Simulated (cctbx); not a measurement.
## From intensities to atoms

Cell a = 5.2750 Å, b = 8.1940 Å, c = 4.0280 Å, α = 90.00°, β = 90.00°, γ = 90.00°; space group Cmmm (no. 65); content Nd2 Ge2 Co8.

Simulated single-crystal data (cctbx): synchrotron X-rays, λ = 0.6889 Å, to d = 0.8 Å, 80 % of the full sphere, strongest reflection 40000 counts, noise from counting, a 3 % proportional error and a noise floor of 4 counts (s.d.); no absorption.

Charge flipping in P1 on plain amplitudes to 0.9 Å, δ = 0.9 σ, 10 % of the reflections treated as weak, 400 cycles:

```text
cycle      R  skewness
    0  0.601     0.31
   33  0.438     2.37
   66  0.340     3.30
   99  0.373     3.29
  132  0.341     3.23
  165  0.368     3.22
  198  0.368     3.25
  231  0.377     3.45
  264  0.343     3.14
  297  0.316     3.45
  330  0.345     3.53
  363  0.279     3.34
  396  0.284     3.47
origin shift          correlation  skewness
 0.436  0.305  0.171      0.971      5.32
 0.434  0.131  0.167      0.962      4.35
 0.440  0.486  0.173      0.922      2.77
-0.064  0.305  0.171      0.971      5.32
taken: symmetry correlation 0.971, skewness 5.32
peak      x       y       z  mult  height/sigma
Q1    0.0000  0.5000  0.0000    2     14.9
Q2    0.0000  0.0000  0.5000    2      8.4
Q3    0.2500  0.2500  0.5000    4      7.3
Q4    0.0000  0.1648  0.0000    4      5.5
Q5    0.0000  0.0000  0.0000    2      1.3
Q6    0.0000  0.3405  0.0000    4      0.9
Q7    0.0990  0.0000  0.2246    8      0.9
Q8    0.0000  0.1525  0.3856    8      0.7
Q9    0.2388  0.0000  0.0000    4      0.7
```

The origin is taken among those within 0.04 of the best correlation, by the skewness of the map.

It took 0.35 s on 1 thread of Arm Neoverse V2, with other jobs on the host, peak memory 0.07 GiB.

**Question.** Which peaks are atoms, and which elements?

Heights go roughly as Z and multiplicities must add up to the content. First model: Q1 = Nd1 (2 in the cell, height 14.9), Q2 = Ge1 (2 in the cell, height 8.4), Q3 = Co1 (4 in the cell, height 7.3) and Q4 = Co2 (4 in the cell, height 5.5). Against the true structure, Q1 is Nd, Q2 is Ge, Q3 is Co and Q4 is Co; the other peaks are not atoms.

Least squares on F², isotropic:

```text
Rint 0.024, 120 unique reflections to 0.80 A
cycle     R1     wR2    GooF  max shift (A)
   1  0.0981  0.2150  10.818   0.00937
   2  0.0163  0.0489   2.458   0.00000
final R1 0.0163 wR2 0.0489 GooF 2.458  parameters 5  data/parameter 24.0
atom        x        y        z      Ueq    occ   su(xyz)  su(Uiso or U11)
Nd1    0.00000  0.50000  0.00000   0.0069  1.000  0.00000  0.0003
Ge1    0.00000  0.00000  0.50000   0.0095  1.000  0.00000  0.0004
Co1    0.25000  0.25000  0.50000   0.0077  1.000  0.00000  0.0004
Co2    0.00000  0.16594  0.00000   0.0116  1.000  0.00014  0.0004
difference map: max 1.07 min -1.45 rms 0.20
Q1    0.0000  0.5000  0.1354    4    1.09  0.55 A from Nd1
Q2    0.0953  0.1845  0.0000    8    1.06  0.53 A from Co2
Q3    0.0000  0.1059  0.0000    4    0.95  0.49 A from Co2
Q4    0.1783  0.2741  0.5000    8    0.65  0.43 A from Co1
Q5    0.0000  0.0000  0.0000    2    0.45  1.36 A from Co2
```

Anisotropic refinement:

```text
Rint 0.024, 120 unique reflections to 0.80 A
cycle     R1     wR2    GooF  max shift (A)
   1  0.0163  0.0489   2.561   0.00052
   2  0.0078  0.0184   0.963   0.00000
final R1 0.0078 wR2 0.0184 GooF 0.963  parameters 14  data/parameter 8.6
atom        x        y        z      Ueq    occ   su(xyz)  su(Uiso or U11)
Nd1    0.00000  0.50000  0.00000   0.0069  1.000  0.00000  0.0002
Ge1    0.00000  0.00000  0.50000   0.0093  1.000  0.00000  0.0003
Co1    0.25000  0.25000  0.50000   0.0076  1.000  0.00000  0.0002
Co2    0.00000  0.16588  0.00000   0.0117  1.000  0.00006  0.0003
difference map: max 0.37 min -0.41 rms 0.10
Q1    0.0000  0.0000  0.0000    2    0.37  1.36 A from Co2
Q2    0.1226  0.4470  0.5000    8    0.25  1.75 A from Co1
Q3    0.0000  0.3811  0.3520    8    0.25  1.72 A from Nd1
Q4    0.0000  0.1477  0.1325    8    0.24  0.55 A from Co2
Q5    0.1460  0.2883  0.0000    8    0.24  1.26 A from Co2
Q6    0.1591  0.2110  0.2463   16    0.23  1.17 A from Co1
```

**Reading.** The refinement ends at R1 = 0.0078, wR2 = 0.0184, GooF = 0.96, with difference density between -0.41 and 0.37 e/Å³. Every site matches the true model in element, within 0.001 Å r.m.s., up to an allowed shift of origin.

True model:

```csv
atom,mult.,x,y,z,Ueq (Å²)
Nd1,2,0,0,0,0.0068
Ge1,2,1/2,0,1/2,0.0093
Co1,4,1/4,1/4,1/2,0.0076
Co2,4,1/2,0.8342,0,0.0116
```

The model is made up (kin elements in a known structure type, no relaxation), so it says nothing on whether the phase exists.

[Middle refinement cycles are left out of these outputs.]

[Logs are printed without paths, hosts, clocks, repeated set-up lines and the standing remarks that a program may print on its own settings, such as how far it seeks lower states.]
